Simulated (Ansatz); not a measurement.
# A convergence test on CsPb2Br5 (I4/mcm): k mesh of the density

Wanted: the cheapest k mesh of the density that holds the r2SCAN gap of CsPb2Br5 (I4/mcm).

Main program and level: Ansatz 0.2.0; DFT, r2SCAN, plane waves, PAW.

## Step 1: Starting point

Symmetry: I4/mcm, No. 140, tetragonal system. Conventional cell: a = 8.485 Å, b = 8.485 Å, c = 15.214 Å, α = 90.00°, β = 90.00°, γ = 90.00°. Cs has 10 Br at 3.70 to 3.80 Å nearest. Nearest to Pb lie 8 Br at 2.92 to 3.36 Å. Br has 4 Pb at 3.16 Å and 2 Cs at 3.80 Å nearest. Nearest to Br lie 3 Pb at 2.92 to 3.36 Å and 2 Cs at 3.70 Å. Farther neighbours, and contacts between anions beyond the nearest, are not listed.

As a file:

```cif
data_structure
_symmetry_space_group_name_H-M 'I4/mcm'
_symmetry_Int_Tables_number 140
_cell_length_a 8.4850
_cell_length_b 8.4850
_cell_length_c 15.2143
_cell_angle_alpha 90.000
_cell_angle_beta 90.000
_cell_angle_gamma 90.000
_cell_volume 1095.36
loop_
_atom_site_label
_atom_site_type_symbol
_atom_site_symmetry_multiplicity
_atom_site_Wyckoff_symbol
_atom_site_fract_x
_atom_site_fract_y
_atom_site_fract_z
_atom_site_occupancy
Cs1 Cs 4 a 0.50000 0.50000 0.25000 1
Pb1 Pb 8 h 0.83291 0.66709 0.00000 1
Br1 Br 4 c 0.50000 0.50000 0.00000 1
Br2 Br 16 l 0.15341 0.34659 0.37066 1
```

 The runs that relaxed it are not among those shown. The default PAW set here is soft_2. Its files were made with PBE.

## Step 2: k mesh of the density: 2×2×2

Contents of input.yaml:

```yaml
crystal:
  lattice:
    - [-4.2425, 4.2425, 7.60715]
    - [4.2425, -4.2425, 7.60715]
    - [4.2425, 4.2425, -7.60715]
  atoms:
    - { symbol: Cs, position: [0.75, 0.75, 0.0] }
    - { symbol: Cs, position: [0.25, 0.25, 0.0] }
    - { symbol: Pb, position: [0.6670882456, 0.8329117544, 0.5] }
    - { symbol: Pb, position: [0.3329117544, 0.1670882456, 0.5] }
    - { symbol: Pb, position: [0.8329117544, 0.3329117544, 0.1658235089] }
    - { symbol: Pb, position: [0.1670882456, 0.6670882456, 0.8341764911] }
    - { symbol: Br, position: [0.5, 0.5, 0.0] }
    - { symbol: Br, position: [0.0, 0.0, 0.0] }
    - { symbol: Br, position: [0.7172555385, 0.5240738555, 0.5] }
    - { symbol: Br, position: [0.2827444615, 0.4759261445, 0.5] }
    - { symbol: Br, position: [0.0240738555, 0.2172555385, 0.5] }
    - { symbol: Br, position: [0.9759261445, 0.7827444615, 0.5] }
    - { symbol: Br, position: [0.5240738555, 0.0240738555, 0.8068183171] }
    - { symbol: Br, position: [0.4759261445, 0.9759261445, 0.1931816829] }
    - { symbol: Br, position: [0.2172555385, 0.7172555385, 0.1931816829] }
    - { symbol: Br, position: [0.7827444615, 0.2827444615, 0.8068183171] }
kpoints:
  mp_grid: { grid: [2, 2, 2] }
  band_path:
    path:
      - [0.0, 0.0, 0.0]
      - [0.0, 0.0, 0.5]
      - [0.25, 0.25, 0.25]
      - [0.0, 0.5, 0.0]
      - [0.5, 0.5, -0.5]
      - [0.32775705, 0.67224295, -0.32775705]
      - [-0.32775705, 0.32775705, 0.32775705]
      - [-0.15551409, 0.15551409, 0.5]
      - [-0.26220564, 0.26220564, 0.26220564]
      - [0.5, 0.5, -0.431102818]
    npoints: 1
hamiltonian:
  xc: r2scan
scf:
  occupations: { method: fixed }
  n_extra_bands: 9
output:
  eigenvalues: true
  forces: true
  stress: true
```

Command:

```bash
> ansatz run input.yaml --threads 3 --pin off --max-ram 92160MiB --backend cuda --events-out ev --progress --plain --runs-dir out --devices 1 --max-vram 13GiB
```

What it wrote:

```text
scf.n_extra_bands = 9 over 72 filled bands (N_el = 144.0): the run solves 81 bands
GPUs: using 1 of 1 available (devices: 1).
Engine: ansatz 0.2.0, x86_64-unknown-linux-gnu
Pseudopotentials: kind: paw
Pseudopotential: Cs, paw, valence charge 9, recommended cutoff 500 eV (meta_gga), Cs.paw.azcp
Pseudopotential: Pb, paw, valence charge 14, recommended cutoff 500 eV (meta_gga), Pb.paw.azcp
Pseudopotential: Br, paw, valence charge 7, recommended cutoff 500 eV (meta_gga), Br.paw.azcp
Functional definition: r2SCAN
  parameter k0 = 0.174
  parameter k1 = 0.065
  parameter a1 = 4.9479
  exchange = r2scan_x(k0 = k0, k1 = k1, a1 = a1)
  correlation = r2scan_c
concurrent solve slots: 2 of 3 are kept, ahead of what memory takes: no pass of the eigensolver takes more rounds on 2
device memory: the entry about to start is reckoned to put 4.8 GiB on a device that reports 38.3 GiB free (of which the cap on the GPU budget leaves the run 13.0 GiB)
GPU FFT provider: cuFFT
GPU libraries: cuBLAS 13.8.2, cuFFT 12.4.0, cuSOLVER 12.3.4
Crystal: 16 atoms, lattice volume = 547.678 Å³
Basis set: ecut = 500 eV, 13951 PW (Γ), exchange–correlation on 288×288×288 points (64 copies of the dense FFT grid, shifted against one another)
Bands: 81, of which v1, the nominal top of the filled ones, is band 72 counted from 1 (71 counted from 0)
Symmetry: 16 space group operations
Space group: I4/mcm (ITA 140), of the structure as read, at distance tolerance 8.2e-5 Å
k-points: 4 of 8
Non-local potential: Cs, projectors of the file, l = 0: 3, l = 1: 2, l = 2: 2, l = 3: 2
Non-local potential: Pb, projectors of the file, l = 0: 2, l = 1: 2, l = 2: 2, l = 3: 2
Non-local potential: Br, projectors of the file, l = 0: 2, l = 1: 2, l = 2: 2
PAW form: soft (Blöchl's): semilocal exchange-correlation on the pseudo side does not see the compensation charge
PAW frozen core: Cs, regenerated for the run's functional (the file was generated under x = pbe(κ = 0.804, μ = 0.219515), c = pbe(β = 0.066725))
PAW frozen core: Pb, regenerated for the run's functional (the file was generated under x = pbe(κ = 0.804, μ = 0.219515), c = pbe(β = 0.066725))
PAW frozen core: Br, regenerated for the run's functional (the file was generated under x = pbe(κ = 0.804, μ = 0.219515), c = pbe(β = 0.066725))
PAW one-centre angular grid: Cs, 302 points (default); XC on 160 Gauss nodes
PAW one-centre angular grid: Pb, 590 points (default); XC on 160 Gauss nodes
PAW one-centre angular grid: Br, 302 points (default); XC on 160 Gauss nodes
Initial density: superposition of atomic densities (neutral atoms: chi_scale 0, normalization atom), corrected by the library's trained network
Initial wavefunctions: pseudopotential atomic-orbital guess
GPU buffer pool allocated for 373248 grid points (all kernels)
GPU transforms: local potential and band sums: pruned to the plane-wave sphere, on 72×72×72
Functional: x = r2scan, c = r2scan; τ floored in thin density (d = 2e-4 eV/Å³)
SCF iter   1: F=—  HF=-87005.390778 eV  |F-HF|=—  |Δ(HF+E_count)|=         —  Δρ=4.07e-3  dr2=1.66e-1  dr2_τ=3.60e-2  ethr=1.77e-3  ⟨swp⟩=5.0  Hψ=1241  notcnv=0  defer=21
preconditioner: auto → Resta (q_TF=auto, 2.184 Å⁻¹)  ε∞=3.2  [insulator: Δε(μ)=3.600 eV  Ē_g=12.702 eV  n_scr=88 (ndim 8)  ℏωp=18.8 eV  f_vac=0.046  ε∞_Penn≈3.2]
SCF iter   2: F=—  HF=-87005.416714 eV  |F-HF|=—  |Δ(HF+E_count)|=   2.59e-2  Δρ=1.78e-3  dr2=3.04e-2  dr2_τ=9.44e-4  ethr=1.15e-4  ⟨swp⟩=3.0  Hψ=681  notcnv=0  defer=28
SCF iter   3: F=—  HF=-87005.413070 eV  |F-HF|=—  |Δ(HF+E_count)|=   3.64e-3  Δρ=4.02e-4  dr2=8.04e-4  dr2_τ=3.92e-5  ethr=2.11e-5  ⟨swp⟩=3.8  Hψ=613  notcnv=0  defer=28
SCF iter   4: F=—  HF=-87005.413395 eV  |F-HF|=—  |Δ(HF+E_count)|=   3.24e-4  Δρ=7.14e-5  dr2=3.12e-5  dr2_τ=1.40e-6  ethr=5.58e-7  ⟨swp⟩=2.8  Hψ=576  notcnv=0  defer=28
SCF iter   5: F=—  HF=-87005.413686 eV  |F-HF|=—  |Δ(HF+E_count)|=   2.91e-4  Δρ=1.46e-5  dr2=1.79e-6  dr2_τ=1.31e-7  ethr=2.16e-8  ⟨swp⟩=2.0  Hψ=583  notcnv=0  defer=23
SCF iter   6: F=-87005.413687 eV  HF=-87005.413687 eV  |F-HF|=6.55e-8  |Δ(HF+E_count)|=   5.33e-7  Δρ=3.87e-6  dr2=7.31e-8  dr2_τ=1.14e-8  ethr=6.94e-11  ⟨swp⟩=12.0  Hψ=2374  notcnv=0
SCF 1 converged in 6 iterations: F = -87005.413687 eV  dr2 = 7.31e-8
[...]
device memory: the entry about to start is reckoned to put 3.1 GiB on a device that reports 44.4 GiB free (of which the cap on the GPU budget leaves the run 13.0 GiB)
NSCF: frozen V_eff on 10 k-points
SCF converged after 6 iterations
Free energy (F): -87005.413687 eV
Harris-Foulkes:  -87005.413687 eV  (|F-HF|=6.55e-8)
Internal energy: -87005.413687 eV  (E = F + TS)
E sigma→0 (E₀):  -87005.413687 eV
Fermi energy:    3.300421 eV
--- Per-component energies (eV) ---
  E_band       = -730.622436
  E_kinetic    = 2769.651406
  E_local      = -8939.665374  (includes V_loc(G=0)·N_el)
  E_nonlocal   = 2161.412941
  E_hartree    = 3333.814333
  E_xc         = -3671.453785
  E_vxc        = -2005.853838  (∫ρ·V_xc dr)
  E_paw        = -74610.021689  (= ΣΔE_a)
  E_vpaw       = -1496.101915  (= ΣTr[D̂ρ^β])
  E_aug_tail   = 0.000074  (compensation charges beyond the density's cutoff)
  E_vtau       = 112.308450  (kinetic-family band-sum trace: ∫τ·v_τ [+ j·A + Jᵃ·Aᵃ] dr)
  E_ewald      = -8051.531425
  E_core_change = 2.379831  (= ΣΔE_core)
  E_smearing   = -0.000000  (= −TS)
  E_closure    = -0.000000  (closes the sum)
  Σ components = -87005.413687   (vs F -87005.413687, Δ=0.00e0)
--- Forces (eV/Å), atoms counted from 1 ---
  atom   1  Cs    -0.00000000     0.00000000    -0.00000000
  atom   2  Cs     0.00000000     0.00000000     0.00000000
  atom   3  Pb     0.01018673    -0.01018673     0.00000000
  atom   4  Pb    -0.01018673     0.01018673     0.00000000
  atom   5  Pb     0.01018673     0.01018673     0.00000000
  atom   6  Pb    -0.01018673    -0.01018673     0.00000000
  atom   7  Br     0.00000000    -0.00000000     0.00000000
  atom   8  Br     0.00000000     0.00000000     0.00000000
  atom   9  Br    -0.00340325     0.00340325     0.00193593
  atom  10  Br     0.00340325    -0.00340325    -0.00193593
  atom  11  Br     0.00340325    -0.00340325     0.00193593
  atom  12  Br    -0.00340325     0.00340325    -0.00193593
  atom  13  Br    -0.00340325    -0.00340325     0.00193593
  atom  14  Br     0.00340325     0.00340325    -0.00193593
  atom  15  Br     0.00340325     0.00340325     0.00193593
  atom  16  Br    -0.00340325    -0.00340325    -0.00193593
  max |Σ_I F_I| component: 6.51e-18 eV/Å
--- Stress (GPa, compression-positive) ---
        0.478019       0.000000       0.000000
        0.000000       0.478019       0.000000
        0.000000       0.000000       0.469923
  P = ⅓ Tr σ = 0.4753 GPa (4.753 kbar)
--- Band table (eV) ---
  k-point 0: bands = [... 68 lower, 2.7822, 2.9666, 2.9898, 2.9898, 6.8036, 7.3579, 7.4332, 7.5266, ... 5 higher]
  k-point 1: bands = [... 68 lower, 2.9493, 3.0350, 3.0788, 3.1005, 7.0567, 7.0724, 7.5699, 7.7344, ... 5 higher]
  k-point 2: bands = [... 68 lower, 2.8546, 2.8546, 3.3004, 3.3004, 7.5453, 7.5453, 7.7086, 7.7086, ... 5 higher]
  k-point 3: bands = [... 68 lower, 3.0669, 3.0714, 3.0714, 3.0908, 6.7726, 7.1360, 7.1664, 7.6482, ... 5 higher]
```

It took 9.8 s on 1 × NVIDIA H100 80GB HBM3 (shared by 6 runs) with 3 threads of AMD EPYC 7R13 (Zen 3), shared host; peak memory 2.1 GiB; 9.6 s of CPU time.

In the SCF lines HF is the Harris–Foulkes energy and dr2 the Hartree energy of the density residual, in eV; the loop may stop once dr2 is under the threshold and the program's other checks hold. Hψ counts applications of the Hamiltonian.

This step gave:

| Item | Value |
| --- | --- |
| pressure | 0.4753 GPa |
| gap | 3.432 eV |
| valence top at | k = (-0.262, 0.262, 0.262) |
| conduction bottom at | M |
| least direct gap | 3.666 eV |

The gap is indirect, with the least direct gap 0.23 eV higher.

## Step 3: k mesh of the density: 4×4×4 (the default)

input.yaml, the sections that differ from step 2:

```yaml
kpoints:
  mp_grid: { grid: [4, 4, 4] }
  band_path:
    path:
      - [[0.0, 0.0, 0.0], [0.0, 0.0, 0.5], [0.25, 0.25, 0.25], [0.0, 0.5, 0.0], [0.0, 0.0, 0.0], [0.5, 0.5, -0.5], [0.32775705, 0.67224295, -0.32775705]]
      - [[-0.32775705, 0.32775705, 0.32775705], [0.0, 0.0, 0.0]]
      - [[0.0, 0.0, 0.5], [-0.15551409, 0.15551409, 0.5]]
      - [[0.5, 0.5, -0.15551409], [0.5, 0.5, -0.5]]
    npoints: 10
scf:
  occupations: { method: fermi_dirac, width: 0.02 }
  n_extra_bands: 9
output:
  eigenvalues: true
  forces: true
  stress: true
  write_density: true
  write_potential: true
  elf: true
  volumetric_format: npy
# crystal, hamiltonian: as in step 2
```

What it wrote:

```text
[...]
GPUs: using 1 of 1 available (devices: 1).
[...]
GPU FFT provider: cuFFT
GPU libraries: cuBLAS 13.8.2, cuFFT 12.4.0, cuSOLVER 12.3.4
Crystal: 16 atoms, lattice volume = 547.678 Å³
Basis set: ecut = 500 eV, 13951 PW (Γ), exchange–correlation on 288×288×288 points (64 copies of the dense FFT grid, shifted against one another)
[...]
k-point 0: bands = [... 68 lower, 2.7821, 2.9663, 2.9901, 2.9901, 6.8032, 7.3577, 7.4332, 7.5267, ... 5 higher]
  k-point 1: bands = [... 68 lower, 2.8542, 2.9261, 3.0122, 3.2299, 7.0531, 7.4232, 7.6072, 7.8189, ... 5 higher]
  k-point 2: bands = [... 68 lower, 2.9495, 3.0353, 3.0791, 3.1007, 7.0564, 7.0721, 7.5699, 7.7346, ... 5 higher]
  k-point 12: bands = [... 68 lower, 3.0673, 3.0717, 3.0717, 3.0906, 6.7723, 7.1361, 7.1661, 7.6483, ... 5 higher]
[key lines of the parts left out:]
SCF converged after 6 iterations
Free energy (F): -87005.415782 eV
Fermi energy:    5.068461 eV
P = ⅓ Tr σ = 0.4717 GPa (4.717 kbar)
```

Run time: 16 s. Hardware: 1 × NVIDIA H100 80GB HBM3 (shared by 6 runs) with 3 threads; peak memory 2.4 GiB.

This step gave:

- pressure: 0.4717 GPa
- gap: 3.432 eV
- valence top at: k = (-0.262, 0.262, 0.262)
- conduction bottom at: M
- least direct gap: 3.665 eV

The gap is 3.432 eV, −0.001 eV from the run before at this level.

## Step 4: k mesh of the density: 6×6×6

input.yaml, the sections that differ from step 3:

```yaml
kpoints:
  mp_grid: { grid: [6, 6, 6] }
  band_path:
    path:
      - [0.0, 0.0, 0.0]
      - [0.0, 0.0, 0.5]
      - [0.25, 0.25, 0.25]
      - [0.0, 0.5, 0.0]
      - [0.5, 0.5, -0.5]
      - [0.32775705, 0.67224295, -0.32775705]
      - [-0.32775705, 0.32775705, 0.32775705]
      - [-0.15551409, 0.15551409, 0.5]
      - [-0.26220564, 0.26220564, 0.26220564]
      - [0.5, 0.5, -0.431102818]
    npoints: 1
scf:
  occupations: { method: fixed }
  n_extra_bands: 9
output:
  eigenvalues: true
  forces: true
  stress: true
# crystal, hamiltonian: as in step 3
```

What it wrote:

```text
[...]
GPUs: using 1 of 1 available (devices: 1).
[...]
GPU FFT provider: cuFFT
GPU libraries: cuBLAS 13.8.2, cuFFT 12.4.0, cuSOLVER 12.3.4
Crystal: 16 atoms, lattice volume = 547.678 Å³
Basis set: ecut = 500 eV, 13951 PW (Γ), exchange–correlation on 288×288×288 points (64 copies of the dense FFT grid, shifted against one another)
[...]
k-point 0: bands = [... 68 lower, 2.7820, 2.9663, 2.9901, 2.9901, 6.8032, 7.3577, 7.4332, 7.5267, ... 5 higher]
  k-point 1: bands = [... 68 lower, 2.8572, 2.9570, 2.9993, 3.0991, 7.0044, 7.5162, 7.5374, 7.6159, ... 5 higher]
  k-point 2: bands = [... 68 lower, 2.8806, 2.9302, 3.0260, 3.2748, 7.0655, 7.2600, 7.7223, 7.8435, ... 5 higher]
  k-point 29: bands = [... 68 lower, 3.0673, 3.0717, 3.0717, 3.0906, 6.7723, 7.1361, 7.1662, 7.6483, ... 5 higher]
[key lines of the parts left out:]
SCF converged after 6 iterations
Free energy (F): -87005.415776 eV
Fermi energy:    3.334716 eV
P = ⅓ Tr σ = 0.4718 GPa (4.718 kbar)
```

Elapsed: 11 s, on 1 × NVIDIA H100 80GB HBM3 (shared by 6 runs) with 3 threads; peak memory 2.1 GiB; 18 s of CPU time.

This step gave:

```
pressure             : 0.4718 GPa
gap                  : 3.432 eV
valence top at       : k = (-0.262, 0.262, 0.262)
conduction bottom at : M
least direct gap     : 3.665 eV
```

The gap is 3.432 eV, as in the run before at this level.

## Step 5: The series

Differences are against the last row; a negative gap means that bands overlap, and a run with a band path holds that path's time. Times are wall times on 1 × NVIDIA H100 80GB HBM3 (shared by 6 runs) with 3 threads of AMD EPYC 7R13 (Zen 3), shared host, good to a factor of about two.

```csv
k mesh of the density,gap (eV),direct gap (eV),gap error (eV),energy error (meV/atom),irreducible k,time
2×2×2,3.432,3.666,+0.001,+0.1,4,9.8 s
4×4×4,3.432,3.665,+0.000,+0.0,13,16 s
6×6×6,3.432,3.665,+0.000,+0.0,30,11 s
```

## Step 6: Results

```
2×2×2 : 3.432 eV
4×4×4 : 3.432 eV
6×6×6 : 3.432 eV
```

In words: The gap holds to 0.02 eV from 2×2×2 on, the cheapest setting tried. At 2×2×2 the gap is off by +0.001 eV and the energy by +0 meV/atom. The gap is read over the mesh and added points near the edges, so meshes differ mainly through the density and, for a hybrid, the exchange operator.

[Long decimals in the printed logs are rounded to 6 places.]

[Logs are printed without paths, hosts, clocks, repeated set-up lines and the standing remarks that a program may print on its own settings, such as how far it seeks lower states.]

[Paths, hosts, dates, memory and timing lines, banners, echoed tables and standing remarks are left out of the program output; an Ansatz launch command may be rebuilt from the run's recorded settings. Measured values are a selection of at most five: reports struck by readers or far from the other reports are left out. None is set beside runs whose start may be inverted or whose files or cutoffs have a known fault.]

[Runs of the session that timed out or met a known fault of the program may be left out.]

[Cells called generated may have been cut or substituted from an entry of the Crystallography Open Database or the Materials Project.]

[Hosts, paths, dates, database ids (printed as entryN), source tags and the programs' standing remarks are cut or masked in the printed files.]

[Where the starting crystal was built by hand or by swapping elements, it need not be the compound's stable phase.]
